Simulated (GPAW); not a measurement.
Consider ScHO2 (R-3m).

```cif
data_structure
_symmetry_space_group_name_H-M 'P 1'
_symmetry_Int_Tables_number 1
_cell_length_a 4.9004
_cell_length_b 4.9004
_cell_length_c 4.9004
_cell_angle_alpha 38.524
_cell_angle_beta 38.524
_cell_angle_gamma 38.524
_cell_volume 41.02
loop_
_atom_site_label
_atom_site_type_symbol
_atom_site_fract_x
_atom_site_fract_y
_atom_site_fract_z
_atom_site_occupancy
Sc1 Sc 0.00000 0.00000 0.00000 1
O2 O 0.41030 0.41030 0.41030 1
O3 O 0.58970 0.58970 0.58970 1
H4 H 0.50000 0.50000 0.50000 1
```

Absorber: atom 1, with 6 O at 2.14 Å (distorted octahedral, site symmetry -3m). Method: GPAW, LDA, full core hole (charged cell), 16-atom cell with 5.9 Å between holes, 5×5×5 k points, dipole transitions, Gaussian full width 0.9 eV up to 4 eV, rising linearly to 3.5 eV at 25 eV.

Question: Where do the maxima of the Sc L₃ edge fall?

Main maxima up to 30 eV above the zero (height): 0.4 eV (10.90) and 2.3 eV (7.38). At an L edge the dipole rule selects empty d (and weakly s) states on the absorber, and the strong line at the onset measures the empty part of its d band. 2p–3d multiplets, which reshape such L edges, aren't in a one-electron spectrum. The total-energy difference plus the lowest empty eigenvalue puts the zero at 400.08 eV. Two terms are added: -1.39 eV, since the hole is spin-paired here and a spin-polarised one costs that much less in the free atom (computed apart); −1.63 eV, a third of the tabulated L₂–L₃ splitting, since the scalar-relativistic hole is their mean. The photon energy is then 397.06 eV. The tabulated edge of the element is 398.7 eV. The functional and the charged cell's background leave an error of a few eV in such absolute values.

The Sc L₃ spectrum (energy from the lowest empty level; intensity scaled to a mean of 1 over the first 20 eV; polarised curves are means over the symmetry-equivalent atoms):

```csv
E (eV),isotropic,ε ⊥ c,ε ∥ c
-2.0,0.00,0.00,0.00
-1.5,0.00,0.00,0.00
-1.0,0.03,0.02,0.05
-0.5,1.05,0.84,1.48
0.0,7.03,6.26,8.57
0.5,10.46,10.23,10.93
1.0,3.43,3.58,3.13
1.5,1.24,1.38,0.97
2.0,5.55,6.16,4.35
2.5,6.57,7.24,5.24
3.0,1.78,1.91,1.52
3.5,0.45,0.36,0.61
4.0,0.44,0.32,0.66
4.5,0.17,0.13,0.26
5.0,0.06,0.05,0.09
5.5,0.08,0.07,0.11
6.0,0.08,0.07,0.10
6.5,0.06,0.05,0.07
7.0,0.05,0.04,0.07
7.5,0.06,0.05,0.09
8.0,0.07,0.06,0.10
8.5,0.08,0.07,0.12
9.0,0.10,0.08,0.13
9.5,0.12,0.10,0.16
10.0,0.15,0.13,0.20
10.5,0.17,0.15,0.23
11.0,0.20,0.17,0.26
11.5,0.24,0.21,0.30
12.0,0.28,0.26,0.33
12.5,0.32,0.31,0.34
13.0,0.34,0.34,0.33
13.5,0.34,0.34,0.34
14.0,0.33,0.33,0.35
14.5,0.33,0.32,0.35
15.0,0.31,0.31,0.33
15.5,0.29,0.28,0.29
16.0,0.25,0.25,0.25
16.5,0.22,0.22,0.21
17.0,0.21,0.21,0.20
17.5,0.22,0.22,0.21
18.0,0.24,0.24,0.25
18.5,0.27,0.26,0.29
19.0,0.30,0.28,0.32
19.5,0.31,0.30,0.35
20.0,0.32,0.31,0.35
20.5,0.33,0.32,0.35
21.0,0.33,0.33,0.33
21.5,0.33,0.34,0.32
22.0,0.33,0.35,0.31
22.5,0.33,0.35,0.30
23.0,0.33,0.35,0.28
23.5,0.32,0.34,0.27
24.0,0.31,0.33,0.26
24.5,0.30,0.33,0.26
25.0,0.30,0.32,0.26
25.5,0.30,0.32,0.26
26.0,0.31,0.33,0.28
26.5,0.32,0.34,0.30
27.0,0.34,0.35,0.32
27.5,0.35,0.35,0.34
28.0,0.36,0.36,0.36
28.5,0.37,0.36,0.38
29.0,0.37,0.36,0.39
29.5,0.37,0.35,0.40
30.0,0.37,0.35,0.40
30.5,0.37,0.35,0.40
31.0,0.37,0.36,0.41
31.5,0.38,0.36,0.43
32.0,0.40,0.37,0.44
```

One-electron theory leaves out the 2p–3d multiplets that shape measured L edges of 3d elements, and the L₂ edge isn't added. The holes are only 5.9 Å apart, so the shape is probably not converged with cell size; no larger cell was run here. The mesh is coarse (0.24 Å⁻¹ between points), so small maxima may be mesh ripples. The structure is a computed Materials Project entry and may be a hypothetical form.

[Banner, clock and machine lines of the logs are left out without a mark of their own.]

[Logs are printed without paths, hosts, clocks, repeated set-up lines and the standing remarks that a program may print on its own settings, such as how far it seeks lower states.]

[Hosts, paths, dates, database ids (printed as entryN), source tags and the programs' standing remarks are cut or masked in the printed files.]

[Lists of maxima count a maximum above −3 eV only where it reaches 4 % of the highest in the window and stands out from its surroundings by 2 % of it (1.5 % where it reaches 55 %); shoulders and weaker maxima are passed over, and of the rest the first, up to two pre-edge ones and the few strongest are named.]
